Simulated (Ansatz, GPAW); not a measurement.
## Hyperfine couplings and g tensor of Cd¹⁺ on a K site in KCl

Wanted: the spin Hamiltonian of Cd¹⁺ on a K site in KCl and its powder spectra.

Program: Ansatz 0.2.0. Level of theory: DFT, PBE, plane-wave PAW, PAW set soft_1, collinear spin, scalar-relativistic. Values are calculated unless marked as measured.

**1. The system as given**

The cell holds 16 atoms: 7 K, 1 Cd and 8 Cl. Its edges and angles: a = 8.900 Å, b = 8.900 Å, c = 8.900 Å, α = 60.0°, β = 60.0°, γ = 60.0°. It derives from KCl (Sylvite). Nearest the centre at fractional (0.000, 0.500, 0.500): Cd7 at 0.00 Å, Cl16 at 3.15 Å, Cl13 at 3.15 Å, Cl9 at 3.15 Å, Cl12 at 3.15 Å, Cl14 at 3.15 Å, Cl11 at 3.15 Å, K5 at 4.45 Å.

Structure file:

```cif
data_structure
_symmetry_space_group_name_H-M 'P 1'
_symmetry_Int_Tables_number 1
_cell_length_a 8.8996
_cell_length_b 8.8996
_cell_length_c 8.8996
_cell_angle_alpha 60.000
_cell_angle_beta 60.000
_cell_angle_gamma 60.000
_cell_volume 498.41
loop_
_atom_site_label
_atom_site_type_symbol
_atom_site_fract_x
_atom_site_fract_y
_atom_site_fract_z
_atom_site_occupancy
K1 K 0.00000 0.00000 0.00000 1
K2 K 0.50000 0.00000 0.00000 1
K3 K 0.00000 0.00000 0.50000 1
K4 K 0.50000 0.00000 0.50000 1
K5 K 0.00000 0.50000 0.00000 1
K6 K 0.50000 0.50000 0.00000 1
Cd7 Cd 0.00000 0.50000 0.50000 1
K8 K 0.50000 0.50000 0.50000 1
Cl9 Cl 0.25000 0.25000 0.25000 1
Cl10 Cl 0.75000 0.25000 0.25000 1
Cl11 Cl 0.25000 0.25000 0.75000 1
Cl12 Cl 0.75000 0.25000 0.75000 1
Cl13 Cl 0.25000 0.75000 0.25000 1
Cl14 Cl 0.75000 0.75000 0.25000 1
Cl15 Cl 0.25000 0.75000 0.75000 1
Cl16 Cl 0.75000 0.75000 0.75000 1
```

**2. Relaxation**

Bond lengths round the centre set its levels, so the positions are relaxed before any magnetic property is read; the host's cell is kept.

Contents of input.yaml:

```yaml
crystal:
  lattice:
    - [6.29294, 6.29294, 0.0]
    - [0.0, 6.29294, 6.29294]
    - [6.29294, 0.0, 6.29294]
  atoms:
    - { symbol: K, position: [0.0, 0.0, 0.0] }
    - { symbol: K, position: [0.5, 0.0, 0.0] }
    - { symbol: K, position: [0.0, 0.0, 0.5] }
    - { symbol: K, position: [0.5, 0.0, 0.5] }
    - { symbol: K, position: [0.0, 0.5, 0.0] }
    - { symbol: K, position: [0.5, 0.5, 0.0] }
    - { symbol: Cd, position: [0.0, 0.5, 0.5], spin: 1.0 }
    - { symbol: K, position: [0.5, 0.5, 0.5] }
    - { symbol: Cl, position: [0.25, 0.25, 0.25] }
    - { symbol: Cl, position: [0.75, 0.25, 0.25] }
    - { symbol: Cl, position: [0.25, 0.25, 0.75] }
    - { symbol: Cl, position: [0.75, 0.25, 0.75] }
    - { symbol: Cl, position: [0.25, 0.75, 0.25] }
    - { symbol: Cl, position: [0.75, 0.75, 0.25] }
    - { symbol: Cl, position: [0.25, 0.75, 0.75] }
    - { symbol: Cl, position: [0.75, 0.75, 0.75] }
magnetization:
  spin_polarized: true
  initial_magnetization: 1
  spin_locking: { lock_magnetization: hard }
kpoints:
  mp_grid: { grid: [2, 2, 2] }
scf:
  lower_state_search: "off"
  occupations: { method: fermi_dirac, width: 0.01 }
hamiltonian:
  xc: pbe
  pseudopotentials: { kind: paw, azcp: { folder: soft_1 } }
output:
  forces: true
relax:
  f_tol: 0.03
  max_steps: 40
```

Launch:

```
$ ansatz run input.yaml --threads 4 --pin off --max-ram 9216MiB --backend cpu --events-out ev --progress --plain --runs-dir out
```

What it wrote:

```text
Engine: ansatz 0.2.0, aarch64-unknown-linux-gnu
Pseudopotentials: kind: paw
Pseudopotential: K, paw, valence charge 9, recommended cutoff 420 eV (normal), soft_1/K.paw.azcp
Pseudopotential: Cd, paw, valence charge 20, recommended cutoff 420 eV (normal), soft_1/Cd.paw.azcp
Pseudopotential: Cl, paw, valence charge 7, recommended cutoff 420 eV (normal), soft_1/Cl.paw.azcp
Functional definition: PBE
  parameter kappa = 0.804
  parameter beta = 0.066725
  exchange = pbe_x(kappa = kappa, mu = beta*pi^2/3)
  correlation = pbe_c(beta = beta)
Crystal: 16 atoms, lattice volume = 498.415 Å³
Basis set: ecut = 420 eV, 9721 PW (Γ), exchange–correlation on 120×120×120 points (8 copies of the dense FFT grid, shifted against one another)
Bands: 86, of which v1, the nominal top of the filled ones, is band 70 counted from 1 (69 counted from 0)
Symmetry: 48 space group operations
Space group: Fm-3m (ITA 225), of the structure as read, at distance tolerance 7.9e-5 Å
Magnetic group: BNS 225.116 (UNI 1618), of the structure as read, at distance tolerance 7.9e-5 Å
k-points: 3 of 8
Non-local potential: K, projectors of the file, l = 0: 3, l = 1: 2, l = 2: 2
Non-local potential: Cd, projectors of the file, l = 0: 3, l = 1: 2, l = 2: 2, l = 3: 1
Non-local potential: Cl, projectors of the file, l = 0: 2, l = 1: 2, l = 2: 1
PAW form: soft (Blöchl's): semilocal exchange-correlation on the pseudo side does not see the compensation charge
PAW one-centre angular grid: K, 110 points (default); XC on 64 Gauss nodes
PAW one-centre angular grid: Cd, 590 points (default); XC on 64 Gauss nodes
[...]
--- Forces (eV/Å), atoms counted from 1 ---
  atom   1  K     -0.00000000    -0.00000000    -0.00000000
  atom   2  K     -0.00000000     0.00000000     0.00000000
  atom   3  K      0.00000000    -0.00000000    -0.00000000
  atom   4  K      0.00000000     0.00000000     0.00000000
  atom   5  K      0.00000000     0.00000000    -0.00000000
  atom   6  K      0.00000000    -0.00000000    -0.00000000
  atom   7  Cd    -0.00000000     0.00000000    -0.00000000
  atom   8  K      0.00000000     0.00000000     0.00000000
[...]
atom  13  Cl    -0.00000000    -0.01127487     0.00000000
  atom  14  Cl     0.01127487     0.00000000    -0.00000000
  atom  15  Cl     0.00000000     0.00000000    -0.00000000
  atom  16  Cl    -0.00000000    -0.00000000    -0.01127487
  max |Σ_I F_I| component: 3.38e-18 eV/Å
--- Relaxed structure (2 steps of the walk, 2 accepted, 0 SCFs on fresh bases) ---
  F+E_penalty+E_count = -27683.13399038 eV   max|allowed force component| = 1.127e-2 eV/Å
  atoms:
    - { symbol: K, position: [0, 0, 0] }
    - { symbol: K, position: [0.500000, 0, 0] }
    - { symbol: K, position: [0.0, 0.0, 0.500000] }
    - { symbol: K, position: [0.500000, 0.0, 0.500000] }
    - { symbol: K, position: [0.0, 0.500000, 0.0] }
    - { symbol: K, position: [0.500000, 0.500000, 0.0] }
    - { symbol: Cd, position: [0.0, 0.500000, 0.500000] }
    - { symbol: K, position: [0.500000, 0.500000, 0.500000] }
    - { symbol: Cl, position: [0.247779, 0.252221, 0.252221] }
    - { symbol: Cl, position: [0.750000, 0.250000, 0.250000] }
    - { symbol: Cl, position: [0.247779, 0.252221, 0.747779] }
    - { symbol: Cl, position: [0.752221, 0.252221, 0.747779] }
    - { symbol: Cl, position: [0.247779, 0.747779, 0.252221] }
    - { symbol: Cl, position: [0.752221, 0.747779, 0.252221] }
    - { symbol: Cl, position: [0.25, 0.750000, 0.750000] }
    - { symbol: Cl, position: [0.752221, 0.747779, 0.747779] }
[key lines of the parts left out:]
SCF converged after 7 iterations
Magnetization: 1.0000 μB (70.0000 up, 69.0000 down)
Free energy (F): -27683.133990 eV
Fermi energy:    3.929967 (↑ 5.388538, ↓ 2.512506) eV
```

The job ended after 6.5 s (4 threads of Arm Neoverse V2, shared host; peak memory 1.1 GiB).

Relaxation path:

```
step  energy less that of the first step (eV)  largest force component (eV/Å)
   1                                   0.0000                          0.0852
   2                                  -0.0081                          0.0113
```

The run keeps the 48 symmetry operations that the program found, so distortions that break them were not tested.

The atoms that moved most (Å):

```csv
atom,dx,dy,dz,length
Cl16,0.000,0.000,-0.028,0.028
Cl11,-0.028,0.000,0.000,0.028
Cl13,0.000,-0.028,0.000,0.028
Cl9,0.000,0.000,0.028,0.028
Cl12,0.000,0.028,0.000,0.028
Cl14,0.028,0.000,0.000,0.028
```

Final coordinates:

```cif
data_structure
_symmetry_space_group_name_H-M 'P 1'
_symmetry_Int_Tables_number 1
_cell_length_a 8.8996
_cell_length_b 8.8996
_cell_length_c 8.8996
_cell_angle_alpha 60.000
_cell_angle_beta 60.000
_cell_angle_gamma 60.000
_cell_volume 498.41
loop_
_atom_site_label
_atom_site_type_symbol
_atom_site_fract_x
_atom_site_fract_y
_atom_site_fract_z
_atom_site_occupancy
K1 K 0.00000 0.00000 0.00000 1
K2 K 0.50000 0.00000 0.00000 1
K3 K 0.00000 0.00000 0.50000 1
K4 K 0.50000 0.00000 0.50000 1
K5 K 0.00000 0.50000 0.00000 1
K6 K 0.50000 0.50000 0.00000 1
Cd7 Cd 0.00000 0.50000 0.50000 1
K8 K 0.50000 0.50000 0.50000 1
Cl9 Cl 0.24778 0.25222 0.25222 1
Cl10 Cl 0.75000 0.25000 0.25000 1
Cl11 Cl 0.24778 0.25222 0.74778 1
Cl12 Cl 0.75222 0.25222 0.74778 1
Cl13 Cl 0.24778 0.74778 0.25222 1
Cl14 Cl 0.75222 0.74778 0.25222 1
Cl15 Cl 0.25000 0.75000 0.75000 1
Cl16 Cl 0.75222 0.74778 0.74778 1
```

The relaxation ends 0.5 meV an atom lower, with a largest force component of 0.011 eV/Å.

**3. The final single point**

A single point: the atoms stay put, and the electrons are solved self-consistently.

One collinear run gives the spin density.

input.yaml, the sections that differ from step 2:

```yaml
crystal:
  lattice:
    - [6.29294, 6.29294, 0.0]
    - [0.0, 6.29294, 6.29294]
    - [6.29294, 0.0, 6.29294]
  atoms:
    - { symbol: K, position: [0.0, 0.0, 0.0] }
    - { symbol: K, position: [0.5, 0.0, 0.0] }
    - { symbol: K, position: [0.0, 0.0, 0.5] }
    - { symbol: K, position: [0.5, 0.0, 0.5] }
    - { symbol: K, position: [0.0, 0.5, 0.0] }
    - { symbol: K, position: [0.5, 0.5, 0.0] }
    - { symbol: Cd, position: [0.0, 0.5, 0.5], spin: 0.42 }
    - { symbol: K, position: [0.5, 0.5, 0.5] }
    - { symbol: Cl, position: [0.2477788572, 0.2522211428, 0.2522211428], spin: 0.05 }
    - { symbol: Cl, position: [0.75, 0.25, 0.25] }
    - { symbol: Cl, position: [0.2477788572, 0.2522211428, 0.7477788572], spin: 0.05 }
    - { symbol: Cl, position: [0.7522211428, 0.2522211428, 0.7477788572], spin: 0.05 }
    - { symbol: Cl, position: [0.2477788572, 0.7477788572, 0.2522211428], spin: 0.05 }
    - { symbol: Cl, position: [0.7522211428, 0.7477788572, 0.2522211428], spin: 0.05 }
    - { symbol: Cl, position: [0.25, 0.75, 0.75] }
    - { symbol: Cl, position: [0.7522211428, 0.7477788572, 0.7477788572], spin: 0.05 }
output:
  forces: true
# [... lines on directions and stored grids left out ...]
# magnetization, kpoints, scf, hamiltonian: as in step 2
# relax: removed
```

What it wrote:

```text
[...]
Crystal: 16 atoms, lattice volume = 498.415 Å³
Basis set: ecut = 420 eV, 9721 PW (Γ), exchange–correlation on 120×120×120 points (8 copies of the dense FFT grid, shifted against one another)
Bands: 86, of which v1, the nominal top of the filled ones, is band 70 counted from 1 (69 counted from 0)
Symmetry: 48 space group operations
[...]
k-points: 3 of 8
[...]
Starting moments: Σ|m| = 1 μB on 16 of 16 sites
[...]
SCF iter   1: F=—  HF=-27690.297911 eV  |F-HF|=—  |Δ(HF+E_count)|=         —  Δρ=2.49e-2 (↑2.14e-2 ↓2.49e-2)  dr2=1.77e1  dr2_m=1.28e-1  M=1.000 μB ∫|m|=1.004 μB  β_m=0.30  ethr=3.10e-3  ⟨swp⟩=9.7  Hψ=2436  notcnv=0  defer=7
[...]
SCF iter  10: F=-27683.133990 eV  HF=-27683.133990 eV  |F-HF|=3.28e-8  |Δ(HF+E_count)|=   8.04e-8  Δρ=9.30e-7 (↑9.18e-7 ↓9.30e-7)  dr2=3.37e-8  dr2_m=2.71e-11  M=1.000 μB ∫|m|=1.045 μB  ethr=7.19e-11  ⟨swp⟩=22.3  Hψ=4498  notcnv=0
SCF 1 converged in 10 iterations: F = -27683.133990 eV  dr2 = 3.37e-8
[...]
SCF converged after 10 iterations
[...]
Magnetization: 1.0000 μB (70.0000 up, 69.0000 down)
Absolute magnetization: 1.0524 μB (∫|ρ↑−ρ↓|, with the PAW one-centre terms)
[...]
Per-site moments (μB) at R_I (Å): [(3.427154e-5, 1.297919), (0.00939612, 1.309450), (3.427154e-5, 1.297919), (3.427154e-5, 1.297919), (3.427154e-5, 1.297919), (3.427154e-5, 1.297919), (0.415549, 1.286387), (3.427154e-5, 1.297919), (0.047368, 1.286387), (0.000613982, 1.297919), (0.047368, 1.286387), (0.047368, 1.286387), (0.047368, 1.286387), (0.047368, 1.286387), (0.000613982, 1.297919), (0.047368, 1.286387)]
Free energy (F): -27683.133990 eV
[...]
Internal energy: -27683.133990 eV  (E = F + TS)
E sigma→0 (E₀):  -27683.133990 eV
Fermi energy:    3.930065 (↑ 5.388633, ↓ 2.512554) eV
[...]
--- Forces (eV/Å), atoms counted from 1 ---
  atom   1  K      0.00000000    -0.00000000     0.00000000
  atom   2  K      0.00000000    -0.00000000    -0.00000000
  atom   3  K     -0.00000000    -0.00000000    -0.00000000
  atom   4  K     -0.00000000    -0.00000000     0.00000000
  atom   5  K     -0.00000000     0.00000000    -0.00000000
  atom   6  K     -0.00000000    -0.00000000    -0.00000000
  atom   7  Cd    -0.00000000     0.00000000     0.00000000
  atom   8  K     -0.00000000     0.00000000     0.00000000
  atom   9  Cl     0.00000000    -0.00000000     0.01127109
  atom  10  Cl    -0.00000000     0.00000000    -0.00000000
  atom  11  Cl    -0.01127109     0.00000000     0.00000000
  atom  12  Cl     0.00000000     0.01127109    -0.00000000
  atom  13  Cl    -0.00000000    -0.01127109     0.00000000
  atom  14  Cl     0.01127109    -0.00000000    -0.00000000
  atom  15  Cl    -0.00000000    -0.00000000    -0.00000000
  atom  16  Cl     0.00000000     0.00000000    -0.01127109
  max |Σ_I F_I| component: 5.20e-18 eV/Å
--- Band table (eV; the first three rows and the last of 6) ---
[...]
```

Elapsed: 5.6 s, on 4 threads; peak memory 1.1 GiB.

The cell carries 1.00 μB, as the input holds it. Largest moments in the spheres: Cd (atom 7) +0.42, Cl (atom 11) +0.05, Cl (atom 14) +0.05, Cl (atom 12) +0.05, Cl (atom 9) +0.05 μB.

(Continued in part 2 of 2.)

[Long decimals in the printed logs are rounded to 6 places.]

[Where a GPAW ground-state log is shown, its clock times and its lines on the Fermi level, the gap and the full list of levels were taken out.]

[Logs are printed without paths, hosts, clocks, repeated set-up lines and the standing remarks that a program may print on its own settings, such as how far it seeks lower states.]

[Hosts, paths, dates, database ids (printed as entryN), source tags and the programs' standing remarks are cut or masked in the printed files.]
